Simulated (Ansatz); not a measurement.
# Does disorder add resistance in series? Ir(111) layers displaced at 500 K

Two lengths of the disordered region are known. What area resistance does the third give?

How it was computed: Ansatz 0.2.0, plane waves with PAW datasets at their recommended cutoffs (420 eV for most), Fermi-Dirac smearing; ballistic transmission by layer matching. The area resistance is RA = A (h/2e²)(1/T − 1/N), with T the zone-mean transmission per spin and N the lead's channels, both averaged over a few energies near the Fermi level; for magnets each spin is taken apart, with h/e², and the two conduct in parallel. Lateral cell 2x2, PBE, a fresh random draw for each length. Atoms are displaced independently, by 0.0468 Å r.m.s. per direction; each RA is scaled by the nominal over the drawn mean square displacement.

The runs, with one result withheld:

| length (Å) | channels N | RA (fΩ m²) |
| --- | --- | --- |
| 8.87 | 5.940 | 0.0579 |
| 17.7 | 5.940 | 0.118 |
| 26.6 | 6.060 | ? |

Worked fit:

Ohm's law makes RA linear in the length: the slope is (0.118 − 0.0579)/(17.7 − 8.87) = 6.76×10⁻³ fΩ m² per Å, or 6.8 µΩ cm. Then 0.118 + 6.76×10⁻³ × 8.87. Predicted: 0.178 fΩ m².

**The withheld run.**

0.177 fΩ m², so the prediction is 0.47 % too high. The three lengths together give 6.7 µΩ cm. The two increments are 0.060 and 0.059 fΩ m², roughly as Ohm's law has it, though with one draw for each length that is a weak test.

**Limits.** The scatterers repeat sideways with the small cell. The slope is a raw one; a model of isotropic scattering puts it 1.10 times the bulk value over these lengths. Spin-orbit coupling is left out, which matters for Ir.
